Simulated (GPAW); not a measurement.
# MoSi2As4 monolayer: work function by functional and basis, part 2 of 2

Aim: the work function of both faces of MoSi2As4 monolayer, and its spread over functionals and bases. Where a layer proves gapped, the work function hangs on where the smearing puts the Fermi level, and the band edges take its place.

GPAW 26.7.0; GPAW, PAW setups; layer in a repeated cell with vacuum, relaxation of atoms and in-plane cell (the session's first sound run).

So far, upper work function (eV): step 3 (plane waves, PBE) 4.59; step 4 (self-consistent run: xc = "RPBE") 4.48; step 5 (OptPBE vdW: xc = "optPBE-vdW", GPAW, PAW setups, GPAW) 4.81; step 6 (self-consistent run: xc = "vdW-DF2", GPAW, PAW setups, GPAW) 5.03; step 7 (self-consistent run: xc = "LDA") 4.85.

### 8. Self-consistent run: xc = "revPBE"

Level of this step: GPAW, PAW setups; slab in vacuum (GPAW).

The same geometry under revPBE, to see how far the functional moves the levels against the vacuum.

The input, run.py:

```python
import json
import numpy as np
from ase import Atoms
from gpaw import GPAW, PW

slab = Atoms(
    ['As', 'Si', 'As', 'Mo', 'As', 'Si', 'As'],
    positions=[
        [-0.00000, 0.00000, 8.00000],
        [0.00000, 2.08460, 9.12704],
        [0.00000, 2.08460, 11.50288],
        [0.00000, 0.00000, 12.99980],
        [0.00000, 2.08460, 14.49672],
        [0.00000, 2.08460, 16.87256],
        [-0.00000, 0.00000, 17.99960]],
    cell=[[3.61064, -0.0, 0.0], [-1.80532, 3.1269, 0.0], [0.0, 0.0, 25.9996]],
    pbc=[True, True, False])

slab.calc = GPAW(mode=PW(400), xc='revPBE', kpts={'size': (9, 9, 1), 'gamma': True},
                 occupations={'name': 'fermi-dirac', 'width': 0.05}, nbands='200%',
                 convergence={'density': 1e-05}, maxiter=200,
                 poissonsolver={'dipolelayer': 'xy'},
                 symmetry={'tolerance': 1e-3}, txt='slab.txt')
result = {}
energy = slab.get_potential_energy()
fermi = slab.calc.get_fermi_level()
v = slab.calc.get_electrostatic_potential().mean((0, 1)) - fermi
n = slab.calc.get_pseudo_density().mean((0, 1))
L = slab.cell[2, 2]
z = np.arange(len(v)) * L / len(v)
low, high = slab.positions[:, 2].min(), slab.positions[:, 2].max()
below, above = np.interp([low - 5.8, high + 5.8], z, v)
slopes = [np.interp(x, z, np.gradient(v, z)) for x in (low - 5.8, high + 5.8)]
eps = np.array([[slab.calc.get_eigenvalues(k, s) for k in range(len(slab.calc.get_ibz_k_points()))]
                for s in range(slab.calc.get_number_of_spins())]) - fermi
top, bottom = eps[eps < 0].max(), eps[eps > 0].min()
dipole = slab.get_dipole_moment()[2]
print(f'energy {energy:.4f} eV, Fermi level {fermi:.4f} eV, dipole {dipole:.5f} e A')
print(f'potential 5.8 A off the faces, from the Fermi level: lower {below:.4f} eV, upper {above:.4f} eV')
print(f'slope of the potential there: lower {slopes[0]:.5f}, upper {slopes[1]:.5f} eV/A')
print(f'nearest levels on the mesh: {top:.4f} and {bottom:.4f} eV')
print('magnetic moment', round(slab.get_magnetic_moment(), 3))
result.update(energy=energy, fermi=fermi, dipole=dipole, below=below, above=above, slopes=slopes, edges=[top, bottom],
              z=z.tolist(), v=v.tolist(), n=n.tolist(), positions=slab.positions.tolist(),
              forces=slab.get_forces(apply_constraint=False).tolist(), moments=slab.get_magnetic_moments().tolist())
json.dump(result, open('result.json', 'w'))
```

On the command line:

```sh
$ OMP_NUM_THREADS=1 OPENBLAS_NUM_THREADS=1 python run.py
```

The program printed:

```text
energy -39.3613 eV, Fermi level 1.1123 eV, dipole -0.00013 e A
potential 5.8 A off the faces, from the Fermi level: lower 4.4870 eV, upper 4.4870 eV
slope of the potential there: lower -0.00005, upper 0.00005 eV/A
nearest levels on the mesh: -0.3799 and 0.3761 eV
magnetic moment 0.0
```

Elapsed: 2 min, on 1 thread of Arm Neoverse N1, shared host; peak memory 0.25 GiB.

This step gave:

* dipole along the normal: -1.33e-4 e·Å
* levels nearest the Fermi level on the mesh: -0.3799, 0.3761 eV from the Fermi level
* upper work function: 4.487 eV
* lower work function: 4.487 eV
* upper ionisation energy: 4.867 eV

The highest filled level lies 0.380 eV under the Fermi level, so the ionisation energy from the upper face is 4.487 + 0.380 = 4.867 eV, against 4.968 eV in the base run.

### 9. Real-space grid: mode = "fd"

A real-space grid is a second complete basis, so it checks the plane-wave result.

run.py, as its differences from that of step 8:

```diff
@@ -3,3 +3,3 @@
 from ase import Atoms
-from gpaw import GPAW, PW
+from gpaw import GPAW
 
@@ -18,3 +18,3 @@
 
-slab.calc = GPAW(mode=PW(400), xc='revPBE', kpts={'size': (9, 9, 1), 'gamma': True},
+slab.calc = GPAW(mode='fd', h=0.18, xc='PBE', kpts={'size': (9, 9, 1), 'gamma': True},
                  occupations={'name': 'fermi-dirac', 'width': 0.05}, nbands='200%',
```

The program printed:

```text
energy -41.5142 eV, Fermi level -4.5900 eV, dipole 0.00002 e A
potential 5.8 A off the faces, from the Fermi level: lower 4.5900 eV, upper 4.5900 eV
slope of the potential there: lower -0.00001, upper 0.00001 eV/A
nearest levels on the mesh: -0.3808 and 0.3755 eV
magnetic moment 0.0
```

It took 5 min on 1 thread; peak memory 0.68 GiB.

Numbers from this step:

| Property | Result |
| --- | --- |
| dipole along the normal | 1.79e-5 e·Å |
| levels nearest the Fermi level on the mesh | -0.3808, 0.3755 eV from the Fermi level |
| upper work function | 4.590 eV |
| lower work function | 4.590 eV |
| upper ionisation energy | 4.971 eV |

The electrostatic potential energy of an electron (without an applied field's), less the Fermi level, planar mean oscillates, so the rows of the table below give means over windows of 1 Å about each position, cut where the curve ends. Its maxima inside the range that stand out by 2 % of the span (Å: eV): 8.7: -9.78, 10.3: 1.61, 12.2: -5.89, 13.8: -5.89, 15.7: 1.61, 17.3: -9.78. Its minima: 8.0: -15.0, 9.0: -11.8, 11.6: -13.4, 13.0: -17.1, 14.4: -13.4, 17.0: -11.8, 18.0: -15.0.

Electrostatic potential energy of an electron (without an applied field's), less the Fermi level, planar mean against z; means over each step:

| z (Å) | electrostatic potential energy of an electron (without an applied field's), less the Fermi level, planar mean (eV) |
| --- | --- |
| 0 | 4.59 |
| 1 | 4.59 |
| 2 | 4.59 |
| 3 | 4.59 |
| 4 | 4.59 |
| 5 | 4.58 |
| 6 | 4.38 |
| 7 | 1.15 |
| 8 | -11.8 |
| 9 | -10.3 |
| 10 | -0.745 |
| 11 | -5.42 |
| 12 | -8.80 |
| 13 | -13.8 |
| 14 | -8.80 |
| 15 | -5.41 |
| 16 | -0.749 |
| 17 | -10.3 |
| 18 | -11.8 |
| 19 | 1.16 |
| 20 | 4.38 |
| 21 | 4.58 |
| 22 | 4.59 |
| 23 | 4.59 |
| 24 | 4.59 |
| 25 | 4.59 |

The highest filled level lies 0.381 eV under the Fermi level, so the ionisation energy from the upper face is 4.590 + 0.381 = 4.971 eV, against 4.968 eV in the base run.

### 10. Atomic orbitals: mode = "lcao"

Atom-centred orbitals end a few angstrom from the surface, which tests how much the density's tail matters.

run.py, as its differences from that of step 9:

```diff
@@ -18,4 +18,4 @@
 
-slab.calc = GPAW(mode='fd', h=0.18, xc='PBE', kpts={'size': (9, 9, 1), 'gamma': True},
-                 occupations={'name': 'fermi-dirac', 'width': 0.05}, nbands='200%',
+slab.calc = GPAW(mode='lcao', basis='dzp', h=0.18, xc='PBE', kpts={'size': (9, 9, 1), 'gamma': True},
+                 occupations={'name': 'fermi-dirac', 'width': 0.05}, nbands='120%',
                  convergence={'density': 1e-05}, maxiter=200,
```

The program printed:

```text
energy -40.1650 eV, Fermi level -4.3688 eV, dipole 0.00002 e A
potential 5.8 A off the faces, from the Fermi level: lower 4.3688 eV, upper 4.3688 eV
slope of the potential there: lower -0.00000, upper -0.00000 eV/A
nearest levels on the mesh: -0.3897 and 0.3906 eV
magnetic moment 0.0
```

The job ended after 4.5 min (1 thread; peak memory 0.33 GiB).

Numbers from this step:

```
dipole along the normal                    : 1.77e-5 e·Å
levels nearest the Fermi level on the mesh : -0.3897, 0.3906 eV from the Fermi level
upper work function                        : 4.369 eV
lower work function                        : 4.369 eV
upper ionisation energy                    : 4.758 eV
```

The electrostatic potential energy of an electron (without an applied field's), less the Fermi level, planar mean by z:

z (Å), electrostatic potential energy of an electron (without an applied field's), less the Fermi level, planar mean (eV) and a bar from the least value:
```
      0.0        4.4 ##############################
      0.5        4.4 ##############################
      1.0        4.4 ##############################
      1.5        4.4 ##############################
      2.0        4.4 ##############################
      2.5        4.4 ##############################
      3.0        4.4 ##############################
      3.5        4.4 ##############################
      4.0        4.4 ##############################
      4.5        4.4 ##############################
      5.0        4.4 ##############################
      5.5        4.4 ##############################
      6.0        4.3 ##############################
      6.5        3.9 #############################
      7.0        1.9 ###########################
      7.5       -5.0 #################
      8.0      -14.9 ###
      8.5      -10.4 #########
      9.0      -11.8 ########
      9.5       -6.8 ###############
     10.0        0.3 ########################
     10.5        1.2 ##########################
     11.0       -4.7 #################
     11.5      -13.4 #####
     12.0       -7.1 ##############
     12.5       -9.2 ###########
     13.0      -17.2 
     13.5       -9.1 ###########
     14.0       -7.1 ##############
     14.5      -13.4 #####
     15.0       -4.7 #################
     15.5        1.2 ##########################
     16.0        0.3 ########################
     16.5       -6.8 ###############
     17.0      -11.8 ########
     17.5      -10.4 #########
     18.0      -14.9 ###
     18.5       -5.0 #################
     19.0        1.9 ###########################
     19.5        3.9 #############################
     20.0        4.3 ##############################
     20.5        4.4 ##############################
     21.0        4.4 ##############################
     21.5        4.4 ##############################
     22.0        4.4 ##############################
     22.5        4.4 ##############################
     23.0        4.4 ##############################
     23.5        4.4 ##############################
     24.0        4.4 ##############################
     24.5        4.4 ##############################
     25.0        4.4 ##############################
     25.5        4.4 ##############################
```

The highest filled level lies 0.390 eV under the Fermi level, so the ionisation energy from the upper face is 4.369 + 0.390 = 4.758 eV, against 4.968 eV in the base run.

### 11. The ladder

Times are for 1 thread of Arm Neoverse N1, shared host. The runs compared:

| no. | run | upper ionisation energy (eV) | time | memory (GiB) |
| --- | --- | --- | --- | --- |
| 1 | pw | 4.968 | 2 min | 0.25 |
| 2 | RPBE | 4.864 | 2 min | 0.25 |
| 3 | optPBE vdW | 5.197 | 2.4 min | 0.45 |
| 4 | vdW DF2 | 5.335 | 3.2 min | 0.45 |
| 5 | LDA | 5.234 | 1.9 min | 0.25 |
| 6 | revPBE | 4.867 | 2 min | 0.25 |
| 7 | fd | 4.971 | 5 min | 0.68 |
| 8 | lcao | 4.758 | 4.5 min | 0.33 |

### 12. Side by side

Results and costs are gathered.

This step: comparison of work functions, dipole and cost (GPAW 26.7.0).

Ladder, by row:

| step | code | work function, upper (eV) | work function, lower (eV) | dipole (e Å) | wall time (s) | peak memory (GiB) | threads |
| --- | --- | --- | --- | --- | --- | --- | --- |
| pw | GPAW | 4.587 | 4.587 | -1.35e-4 | 118.6 | 0.25 | 1 |
| RPBE | GPAW | 4.485 | 4.485 | -1.33e-4 | 118.8 | 0.25 | 1 |
| optPBE-vdW | GPAW | 4.813 | 4.813 | -1.33e-4 | 141.3 | 0.45 | 1 |
| vdW-DF2 | GPAW | 5.027 | 5.027 | -1.33e-4 | 190.2 | 0.45 | 1 |
| LDA | GPAW | 4.849 | 4.849 | -1.39e-4 | 111.4 | 0.25 | 1 |
| revPBE | GPAW | 4.487 | 4.487 | -1.33e-4 | 120.5 | 0.25 | 1 |
| fd | GPAW | 4.59 | 4.59 | 1.79e-5 | 301.5 | 0.68 | 1 |
| lcao | GPAW | 4.369 | 4.369 | 1.77e-5 | 272.5 | 0.33 | 1 |

### 13. Outcome

```yaml
work_function_both_faces_fermi_level_placed_in_the_gap_by_the_smearing: 4.59 eV
ionisation_energy_from_the_upper_face_highest_filled_level_on_the_mesh: 4.97 eV
electron_affinity_from_the_upper_face_lowest_empty_kohn_sham_level_on_the_mesh: 4.21 eV
dipole_along_the_normal: -1.3e-4 e Å, near the numerical noise
```

What this shows: With plane waves and PBE the ionisation energy from the upper face is 4.97 eV and the Kohn-Sham electron affinity 4.21 eV. The levels nearest the Fermi level on the mesh lie 0.757 eV apart, so the slab is gapped there: the smearing puts the Fermi level inside the gap, and from either face the ionisation energy is the work function plus 0.38 eV. Both are Kohn-Sham levels on the mesh, and semilocal gaps are too small, so the affinity tends to come out too large and the ionisation energy too small. Work functions of a gapped slab move with the place of the Fermi level in the gap; over the runs without a planted fault the highest filled level on the mesh lies 4.76 (lcao) to 5.33 eV (vdW-DF2) under the upper vacuum level. The layer's cell and atoms come from the relaxation; spin-orbit coupling and temperature are left out.

[Logs are printed without paths, hosts, clocks, repeated set-up lines and the standing remarks that a program may print on its own settings, such as how far it seeks lower states.]

[Hosts, paths, dates, database ids (printed as entryN), source tags and the programs' standing remarks are cut or masked in the printed files.]
